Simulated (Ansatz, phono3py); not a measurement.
# Scattering channels in GaAs (F-43m), one at a time, part 2 of 5

Wanted: the sensitivity of κ of GaAs to the choices of the transport step.

Experimental results on record:
- thermal conductivity 45 W/m/K near room temperature (given in “Combining the AFLOW GIBBS and Elastic Libraries to efficiently and robustly screen thermo-mechanical properties of solids”, 2017, arXiv:1611.05714)

Ansatz 0.2.0 and phono3py 4.10.0; DFT LDA, scalar-relativistic, plane waves, PAW; PAW set soft_1 (the session's first sound run).

So far, κ at 300 K (W/m/K): step 3 (relaxation-time solution) 42.1; step 5 (isotopes none) 43.3; step 6 (q-mesh of the transport sums 5×5×5) 23.2.

### Step 7. Another q-mesh, third order supercell 3×3×3, supercell 6×6×6 (run 2)

Level of this step: DFT LDA, scalar-relativistic, plane waves, PAW; PAW set soft_1; phono3py on Ansatz's force constants (phono3py).

The q-mesh of the transport sums changes, with the same scattering terms.

File phono3py.yaml:

```yaml
phono3py:
  version: "4.10.0"
  frequency_unit_conversion_factor: 15.633302
  symmetry_tolerance: 1.00000e-05

physical_unit:
  atomic_mass: "AMU"
  length: "angstrom"

space_group:
  type: "F-43m"
  number: 216
  Hall_symbol: "F -4 2 3"

primitive_matrix:
- [  1.000000000000000,  0.000000000000000,  0.000000000000000 ]
- [  0.000000000000000,  1.000000000000000,  0.000000000000000 ]
- [  0.000000000000000,  0.000000000000000,  1.000000000000000 ]

supercell_matrix:
- [   3,   0,   0 ]
- [   0,   3,   0 ]
- [   0,   0,   3 ]

# [primitive_cell block left out]
unit_cell:
  lattice:
  - [     0.000000000000000,     2.801562824400000,     2.801562824400000 ] # a
  - [     2.801562824400000,     0.000000000000000,     2.801562824400000 ] # b
  - [     2.801562824400000,     2.801562824400000,     0.000000000000000 ] # c
  points:
  - symbol: Ga # 1
    coordinates: [  0.000000000000000,  0.000000000000000,  0.000000000000000 ]
    mass: 69.723000
    reduced_to: 1
  - symbol: As # 2
    coordinates: [  0.250000000000000,  0.250000000000000,  0.250000000000000 ]
    mass: 74.921595
    reduced_to: 2

# [supercell block left out]
phonon_supercell_matrix:
- [   6,   0,   0 ]
- [   0,   6,   0 ]
- [   0,   0,   6 ]

# [phonon_primitive_cell block left out]
# [phonon_supercell block left out]
nac:
  born_effective_charge:
  - # 1 (Ga)
    - [  2.060245985127337,  0.000000000000000,  0.000000000000000 ]
    - [  0.000000000000000,  2.060245985127337,  0.000000000000000 ]
    - [  0.000000000000000,  0.000000000000000,  2.060245985127337 ]
  - # 2 (As)
    - [ -2.060245985127337,  0.000000000000000,  0.000000000000000 ]
    - [  0.000000000000000, -2.060245985127337,  0.000000000000000 ]
    - [  0.000000000000000,  0.000000000000000, -2.060245985127337 ]
  dielectric_constant:
    - [ 13.968495729866419,  0.000000000000000,  0.000000000000000 ]
    - [  0.000000000000000, 13.968495729866415,  0.000000000000000 ]
    - [  0.000000000000000,  0.000000000000000, 13.968495729866415 ]
  unit_conversion_factor: 14.399645
```

Started as:

```console
phono3py phono3py.yaml --mesh 7 7 7 --br --isotope --ts 100 300 600
```

Output:

```text
[banner, memory and clock lines left out]
Rust backend (phonors) using rayon (8 threads).
Running in phono3py.load mode.
Spglib version 2.8.0
----------------------------- General settings -----------------------------
Run mode: conductivity-RTA
HDF5 data compression filter: gzip
Crystal structure was read from "phono3py.yaml".
Supercell (dim): [3 3 3]
Phonon supercell (dim-fc2): [6 6 6]
Primitive matrix:
  [1. 0. 0.]
  [0. 1. 0.]
  [0. 0. 1.]
Spacegroup: F-43m (216)
Use -v option to watch primitive cell, unit cell, and supercell structures.
[...]
7.617   (  -0.009    0.074   -0.000)    0.074
   7.979   (  -2.063    1.153    0.000)    2.364
=================== End of collection of collisions ===================
----------- Thermal conductivity (W/m-k) with tetrahedron method -----------
#  T(K)        xx         yy         zz         yz         xz         xy
  100.0     111.468    111.468    111.468     -0.000      0.000      0.000
  300.0      30.500     30.500     30.500     -0.000      0.000      0.000
  600.0      15.186     15.186     15.186     -0.000      0.000      0.000

Thermal conductivity related properties were written into
"kappa-m777.hdf5".
Summary of calculation was written in "phono3py.yaml".
```

Wall time 1.4 s (8 threads of Intel Xeon 6975P-C (Granite Rapids), shared host); peak memory 0.1 GiB; 1.8 s of CPU time.

W/m/K. Kappa, by row:

| T (K) | xx | yy | zz | yz | xz | xy |
| --- | --- | --- | --- | --- | --- | --- |
| 100 | 111.5 | 111.5 | 111.5 | 0 | 0 | 0 |
| 300 | 30.5 | 30.5 | 30.5 | 0 | 0 | 0 |
| 600 | 15.19 | 15.19 | 15.19 | 0 | 0 | 0 |

This mesh is too coarse for the transport sums: κ at 300 K comes out at 30.5 against 42.1 W/(m K) in the base run.

### Step 8. Another q-mesh, third order supercell 3×3×3, supercell 6×6×6 (run 3)

The q-mesh of the transport sums changes, with the same scattering terms.

phono3py.yaml is that of step 7.

Started as:

```console
phono3py phono3py.yaml --mesh 9 9 9 --br --isotope --ts 100 300 600
```

Output:

```text
[banner, memory and clock lines left out]
Rust backend (phonors) using rayon (8 threads).
Running in phono3py.load mode.
Spglib version 2.8.0
----------------------------- General settings -----------------------------
Run mode: conductivity-RTA
HDF5 data compression filter: gzip
Crystal structure was read from "phono3py.yaml".
Supercell (dim): [3 3 3]
Phonon supercell (dim-fc2): [6 6 6]
Primitive matrix:
  [1. 0. 0.]
  [0. 1. 0.]
  [0. 0. 1.]
Spacegroup: F-43m (216)
Use -v option to watch primitive cell, unit cell, and supercell structures.
[...]
7.616   (   0.000    0.033    0.014)    0.036
   7.967   (  -0.000    1.599   -1.039)    1.907
=================== End of collection of collisions ===================
----------- Thermal conductivity (W/m-k) with tetrahedron method -----------
#  T(K)        xx         yy         zz         yz         xz         xy
  100.0     144.261    144.261    144.261     -0.000      0.000      0.000
  300.0      38.312     38.312     38.312     -0.000      0.000      0.000
  600.0      18.945     18.945     18.945     -0.000      0.000      0.000

Thermal conductivity related properties were written into
"kappa-m999.hdf5".
Summary of calculation was written in "phono3py.yaml".
```

Elapsed: 1.6 s, on 8 threads; peak memory 0.1 GiB.

W/m/K. Kappa, by row:

| T (K) | xx | yy | zz | yz | xz | xy |
| --- | --- | --- | --- | --- | --- | --- |
| 100 | 144.3 | 144.3 | 144.3 | 0 | 0 | 0 |
| 300 | 38.31 | 38.31 | 38.31 | 0 | 0 | 0 |
| 600 | 18.94 | 18.94 | 18.94 | 0 | 0 | 0 |

κ at 300 K goes from 42.1 in the base run to 38.3 W/(m K).

### Step 9. Another q-mesh, third order supercell 3×3×3, supercell 6×6×6 (run 4)

The q-mesh of the transport sums changes, with the same scattering terms.

phono3py.yaml is that of step 8.

Started as:

```console
phono3py phono3py.yaml --mesh 13 13 13 --br --isotope --ts 100 300 600
```

Output:

```text
[banner, memory and clock lines left out]
Rust backend (phonors) using rayon (8 threads).
Running in phono3py.load mode.
Spglib version 2.8.0
----------------------------- General settings -----------------------------
Run mode: conductivity-RTA
HDF5 data compression filter: gzip
Crystal structure was read from "phono3py.yaml".
Supercell (dim): [3 3 3]
Phonon supercell (dim-fc2): [6 6 6]
Primitive matrix:
  [1. 0. 0.]
  [0. 1. 0.]
  [0. 0. 1.]
Spacegroup: F-43m (216)
Use -v option to watch primitive cell, unit cell, and supercell structures.
[...]
7.616   (   0.000   -0.012    0.026)    0.028
   7.965   (  -0.000    1.110   -0.756)    1.342
=================== End of collection of collisions ===================
----------- Thermal conductivity (W/m-k) with tetrahedron method -----------
#  T(K)        xx         yy         zz         yz         xz         xy
  100.0     162.999    162.999    162.999     -0.000     -0.000      0.000
  300.0      40.165     40.165     40.165     -0.000     -0.000      0.000
  600.0      19.639     19.639     19.639     -0.000     -0.000      0.000

Thermal conductivity related properties were written into
"kappa-m131313.hdf5".
Summary of calculation was written in "phono3py.yaml".
```

Run time: 3.1 s. Hardware: 8 threads; peak memory 0.1 GiB.

W/m/K. Kappa, by row:

| T (K) | xx | yy | zz | yz | xz | xy |
| --- | --- | --- | --- | --- | --- | --- |
| 100 | 163 | 163 | 163 | 0 | 0 | 0 |
| 300 | 40.16 | 40.16 | 40.16 | 0 | 0 | 0 |
| 600 | 19.64 | 19.64 | 19.64 | 0 | 0 | 0 |

κ at 300 K goes from 42.1 in the base run to 40.2 W/(m K).

### Step 10. Another q-mesh, third order supercell 3×3×3, supercell 6×6×6 (run 5)

The q-mesh of the transport sums changes, with the same scattering terms.

phono3py.yaml is that of step 9.

Started as:

```console
phono3py phono3py.yaml --mesh 17 17 17 --br --isotope --ts 100 300 600
```

Output:

```text
[banner, memory and clock lines left out]
Rust backend (phonors) using rayon (8 threads).
Running in phono3py.load mode.
Spglib version 2.8.0
----------------------------- General settings -----------------------------
Run mode: conductivity-RTA
HDF5 data compression filter: gzip
Crystal structure was read from "phono3py.yaml".
Supercell (dim): [3 3 3]
Phonon supercell (dim-fc2): [6 6 6]
Primitive matrix:
  [1. 0. 0.]
  [0. 1. 0.]
  [0. 0. 1.]
Spacegroup: F-43m (216)
Use -v option to watch primitive cell, unit cell, and supercell structures.
[...]
7.616   (   0.000   -0.025    0.019)    0.031
   7.965   (  -0.000    0.844   -0.594)    1.032
=================== End of collection of collisions ===================
----------- Thermal conductivity (W/m-k) with tetrahedron method -----------
#  T(K)        xx         yy         zz         yz         xz         xy
  100.0     174.951    174.951    174.951     -0.000      0.000      0.000
  300.0      42.410     42.410     42.410     -0.000      0.000      0.000
  600.0      20.698     20.698     20.698     -0.000      0.000      0.000

Thermal conductivity related properties were written into
"kappa-m171717.hdf5".
Summary of calculation was written in "phono3py.yaml".
```

Run time: 9.8 s. Hardware: 8 threads; peak memory 0.1 GiB; 62 s of CPU time.

κ at 300 K goes from 42.1 in the base run to 42.4 W/(m K).

### Step 11. Another q-mesh, third order supercell 3×3×3, supercell 6×6×6 (run 6)

The q-mesh of the transport sums changes, with the same scattering terms.

phono3py.yaml is that of step 10.

Started as:

```console
phono3py phono3py.yaml --mesh 23 23 23 --br --isotope --ts 100 300 600
```

Output:

```text
[banner, memory and clock lines left out]
Rust backend (phonors) using rayon (8 threads).
Running in phono3py.load mode.
Spglib version 2.8.0
----------------------------- General settings -----------------------------
Run mode: conductivity-RTA
HDF5 data compression filter: gzip
Crystal structure was read from "phono3py.yaml".
Supercell (dim): [3 3 3]
Phonon supercell (dim-fc2): [6 6 6]
Primitive matrix:
  [1. 0. 0.]
  [0. 1. 0.]
  [0. 0. 1.]
Spacegroup: F-43m (216)
Use -v option to watch primitive cell, unit cell, and supercell structures.
[...]
7.616   (  -0.017   -0.057    0.000)    0.060
   7.965   (  -0.528    0.540   -0.000)    0.755
=================== End of collection of collisions ===================
----------- Thermal conductivity (W/m-k) with tetrahedron method -----------
#  T(K)        xx         yy         zz         yz         xz         xy
  100.0     173.967    173.967    173.967     -0.000      0.000      0.000
  300.0      42.344     42.344     42.344     -0.000     -0.000      0.000
  600.0      20.667     20.667     20.667     -0.000     -0.000      0.000

Thermal conductivity related properties were written into
"kappa-m232323.hdf5".
Summary of calculation was written in "phono3py.yaml".
```

The job ended after 49 s (8 threads; peak memory 0.11 GiB; 5.9 min of CPU time).

W/m/K. Kappa, by row:

| T (K) | xx | yy | zz | yz | xz | xy |
| --- | --- | --- | --- | --- | --- | --- |
| 100 | 174 | 174 | 174 | 0 | 0 | 0 |
| 300 | 42.34 | 42.34 | 42.34 | 0 | 0 | 0 |
| 600 | 20.67 | 20.67 | 20.67 | 0 | 0 | 0 |

κ at 300 K goes from 42.1 in the base run to 42.3 W/(m K).

### Step 12. Another q-mesh, third order supercell 3×3×3, supercell 6×6×6 (run 7)

The q-mesh of the transport sums changes, with the same scattering terms.

phono3py.yaml is that of step 11.

Started as:

```console
phono3py phono3py.yaml --mesh 29 29 29 --br --isotope --ts 100 300 600
```

Output:

```text
[banner, memory and clock lines left out]
Rust backend (phonors) using rayon (8 threads).
Running in phono3py.load mode.
Spglib version 2.8.0
----------------------------- General settings -----------------------------
Run mode: conductivity-RTA
HDF5 data compression filter: gzip
Crystal structure was read from "phono3py.yaml".
Supercell (dim): [3 3 3]
Phonon supercell (dim-fc2): [6 6 6]
Primitive matrix:
  [1. 0. 0.]
  [0. 1. 0.]
  [0. 0. 1.]
Spacegroup: F-43m (216)
Use -v option to watch primitive cell, unit cell, and supercell structures.
[...]
7.616   (   0.000   -0.027    0.007)    0.028
   7.964   (  -0.000    0.487   -0.362)    0.607
=================== End of collection of collisions ===================
----------- Thermal conductivity (W/m-k) with tetrahedron method -----------
#  T(K)        xx         yy         zz         yz         xz         xy
  100.0     178.204    178.204    178.204     -0.000      0.000      0.000
  300.0      43.112     43.112     43.112     -0.000      0.000      0.000
  600.0      21.025     21.025     21.025     -0.000      0.000      0.000

Thermal conductivity related properties were written into
"kappa-m292929.hdf5".
Summary of calculation was written in "phono3py.yaml".
```

Wall time 3.1 min (8 threads); peak memory 0.13 GiB; 23 min of CPU time.

W/m/K. Kappa, by row:

| T (K) | xx | yy | zz | yz | xz | xy |
| --- | --- | --- | --- | --- | --- | --- |
| 100 | 178.2 | 178.2 | 178.2 | 0 | 0 | 0 |
| 300 | 43.11 | 43.11 | 43.11 | 0 | 0 | 0 |
| 600 | 21.03 | 21.03 | 21.03 | 0 | 0 | 0 |

κ at 300 K goes from 42.1 in the base run to 43.1 W/(m K).

### Step 13. Mesh convergence

This step: DFT LDA, scalar-relativistic, plane waves, PAW; PAW set soft_1 (phono3py 4.10.0).

Series, by row:

| mesh points along each axis | kappa at 100 K (W/m/K) | kappa at 300 K (W/m/K) | kappa at 600 K (W/m/K) | seconds |
| --- | --- | --- | --- | --- |
| 5 | 80.7 | 23.23 | 11.56 | 1.35 |
| 7 | 111.5 | 30.5 | 15.19 | 1.4 |
| 9 | 144.3 | 38.31 | 18.94 | 1.55 |
| 13 | 163 | 40.16 | 19.64 | 3.15 |
| 17 | 175 | 42.41 | 20.7 | 9.77 |
| 23 | 174 | 42.34 | 20.67 | 49.15 |
| 29 | 178.2 | 43.11 | 21.03 | 184.1 |

### Step 14. Boundary scattering, third order supercell 3×3×3, supercell 6×6×6

A boundary term v/L is added to each rate, a simple model of grains or a thin sample.

This step: DFT LDA, scalar-relativistic, plane waves, PAW; PAW set soft_1; phono3py on Ansatz's force constants (phono3py 4.10.0).

phono3py.yaml is that of step 12.

Started as:

```console
phono3py phono3py.yaml --mesh 19 19 19 --br --isotope --boundary-mfp 0.03 --ts 100 150 200 300 400 500 600 800
```

Output:

```text
[banner, memory and clock lines left out]
Rust backend (phonors) using rayon (8 threads).
Running in phono3py.load mode.
Spglib version 2.8.0
----------------------------- General settings -----------------------------
Run mode: conductivity-RTA
HDF5 data compression filter: gzip
Crystal structure was read from "phono3py.yaml".
Supercell (dim): [3 3 3]
Phonon supercell (dim-fc2): [6 6 6]
Primitive matrix:
  [1. 0. 0.]
  [0. 1. 0.]
  [0. 0. 1.]
Spacegroup: F-43m (216)
Use -v option to watch primitive cell, unit cell, and supercell structures.
NAC parameters were read from "phono3py.yaml".
fc3 was read from "fc3.hdf5".
fc2 was read from "fc2.hdf5".
----------------------------- Force constants ------------------------------
Max drift of fc3: -0.00000500 (xzy) -0.00000500 (xzy) -0.00000500 (xyz)
Max drift of fc2: -0.00003600 (yy) -0.00003600 (yy)
--------------------------- Calculation settings ---------------------------
Non-analytical term correction (NAC): True
NAC unit conversion factor:  14.39964
BZ integration: Tetrahedron-method
Temperature:  100.0  150.0  200.0  300.0  400.0 ... 800.0
Cutoff frequency: 0.01
Mesh sampling: [ 19 19 19 ]
Generating grid system ... [ 19 19 19 ]
fc3-r2q-transformation over three atoms: True
--------------------------- Phonon calculations ----------------------------
  PRB 50, 13035(R) (1994), PRB 55, 10355 (1997)
  G-cutoff distance: 1.18, Number of G-points: 307, Lambda: 0.46
Running harmonic phonon calculations...
-------------------- Lattice thermal conductivity (RTA) --------------------
Running heat capacity calculations...
Running velocity calculations...
Running isotope scattering calculations with tetrahedron method...
======================= Grid point 0 (1/220) =======================
q-point: ( 0.00  0.00  0.00)
Boundary mean free path (micrometer): 0.03000
Mass variance parameters: 1.97e-04 0.00e+00
Number of triplets: 220
Frequency     group velocity (x, y, z)     |gv|
  -0.010   (   0.000    0.000    0.000)    0.000
  -0.010   (   0.000    0.000    0.000)    0.000
  -0.010   (   0.000    0.000    0.000)    0.000
   8.058   (   0.000    0.000    0.000)    0.000
   8.058   (   0.000    0.000   -0.000)    0.000
   8.058   (   0.000    0.000   -0.000)    0.000
======================= Grid point 1 (2/220) =======================
q-point: ( 0.05  0.00  0.00)
Boundary mean free path (micrometer): 0.03000
Mass variance parameters: 1.97e-04 0.00e+00
Number of triplets: 670
Frequency     group velocity (x, y, z)     |gv|
   0.415   ( -14.428   14.428   14.428)   24.989
   0.415   ( -14.428   14.428   14.428)   24.989
   0.869   ( -30.576   30.576   30.576)   52.960
   8.043   (   1.037   -1.037   -1.037)    1.797
   8.043   (   1.037   -1.037   -1.037)    1.797
   8.554   (   0.940   -0.940   -0.940)    1.628
[217 grid points left out]
======================= Grid point 1647 (220/220) =======================
q-point: (-0.26  0.47  0.21)
Boundary mean free path (micrometer): 0.03000
Mass variance parameters: 1.97e-04 0.00e+00
Number of triplets: 1810
Frequency     group velocity (x, y, z)     |gv|
   2.876   (   4.995    2.717   -0.000)    5.686
   3.247   (  -1.781    2.057   -0.000)    2.720
   5.857   (   7.537   -4.491   -0.000)    8.773
   6.140   (  -8.138   -0.545    0.000)    8.156
   7.616   (  -0.022   -0.067    0.000)    0.071
   7.965   (  -0.652    0.637    0.000)    0.911
=================== End of collection of collisions ===================
----------- Thermal conductivity (W/m-k) with tetrahedron method -----------
#  T(K)        xx         yy         zz         yz         xz         xy
  100.0      10.632     10.632     10.632     -0.000      0.000      0.000
  150.0      10.688     10.688     10.688     -0.000      0.000      0.000
  200.0      10.118     10.118     10.118     -0.000      0.000      0.000
  300.0       8.879      8.879      8.879     -0.000      0.000      0.000
  400.0       7.882      7.882      7.882     -0.000      0.000      0.000
  500.0       7.104      7.104      7.104     -0.000      0.000      0.000
  600.0       6.484      6.484      6.484     -0.000      0.000      0.000
  800.0       5.555      5.555      5.555     -0.000      0.000      0.000

Thermal conductivity related properties were written into
"kappa-m191919.hdf5".
Summary of calculation was written in "phono3py.yaml".
```

Elapsed: 17 s, on 8 threads; peak memory 0.1 GiB; 1.9 min of CPU time.

This step gave:

```yaml
kappa_at_300_k: 8.879 W/m/K
kappa_xx_yy_zz_at_300_k: 8.879, 8.879, 8.879 W/m/K
```

W/m/K. Kappa, by row:

| T (K) | xx | yy | zz | yz | xz | xy |
| --- | --- | --- | --- | --- | --- | --- |
| 100 | 10.63 | 10.63 | 10.63 | 0 | 0 | 0 |
| 150 | 10.69 | 10.69 | 10.69 | 0 | 0 | 0 |
| 200 | 10.12 | 10.12 | 10.12 | 0 | 0 | 0 |
| 300 | 8.879 | 8.879 | 8.879 | 0 | 0 | 0 |
| 400 | 7.882 | 7.882 | 7.882 | 0 | 0 | 0 |
| 500 | 7.104 | 7.104 | 7.104 | 0 | 0 | 0 |
| 600 | 6.484 | 6.484 | 6.484 | 0 | 0 | 0 |
| 800 | 5.555 | 5.555 | 5.555 | 0 | 0 | 0 |

κ at 300 K goes from 42.1 in the base run to 8.88 W/(m K).

### Step 15. Boundary scattering, third order supercell 3×3×3, supercell 6×6×6 (run 2)

A boundary term v/L is added to each rate, a simple model of grains or a thin sample.

phono3py.yaml is that of step 14.

Started as:

```console
phono3py phono3py.yaml --mesh 19 19 19 --br --isotope --boundary-mfp 1 --ts 100 150 200 300 400 500 600 800
```

Output:

```text
[banner, memory and clock lines left out]
Rust backend (phonors) using rayon (8 threads).
Running in phono3py.load mode.
Spglib version 2.8.0
----------------------------- General settings -----------------------------
Run mode: conductivity-RTA
HDF5 data compression filter: gzip
Crystal structure was read from "phono3py.yaml".
Supercell (dim): [3 3 3]
Phonon supercell (dim-fc2): [6 6 6]
Primitive matrix:
  [1. 0. 0.]
  [0. 1. 0.]
  [0. 0. 1.]
Spacegroup: F-43m (216)
Use -v option to watch primitive cell, unit cell, and supercell structures.
[...]
----------- Thermal conductivity (W/m-k) with tetrahedron method -----------
#  T(K)        xx         yy         zz         yz         xz         xy
  100.0      78.246     78.246     78.246     -0.000      0.000      0.000
  150.0      56.330     56.330     56.330     -0.000      0.000      0.000
  200.0      44.308     44.308     44.308     -0.000      0.000      0.000
[...]
600.0      17.312     17.312     17.312     -0.000      0.000      0.000
  800.0      13.407     13.407     13.407     -0.000      0.000      0.000

Thermal conductivity related properties were written into
"kappa-m191919.hdf5".
Summary of calculation was written in "phono3py.yaml".
```

The job ended after 18 s (8 threads; peak memory 0.1 GiB).

Numbers from this step:

```yaml
kappa_at_300_k: 31.49 W/m/K
kappa_xx_yy_zz_at_300_k: 31.49, 31.49, 31.49 W/m/K
```

κ at 300 K goes from 42.1 in the base run to 31.5 W/(m K).

[end of part 2 of 5]

[Logs are printed without paths, hosts, clocks, repeated set-up lines and the standing remarks that a program may print on its own settings, such as how far it seeks lower states.]

[Hosts, paths, dates, database ids (printed as entryN), source tags and the programs' standing remarks are cut or masked in the printed files.]

[A step with changed settings may run another functional than the one named; its input shows which.]
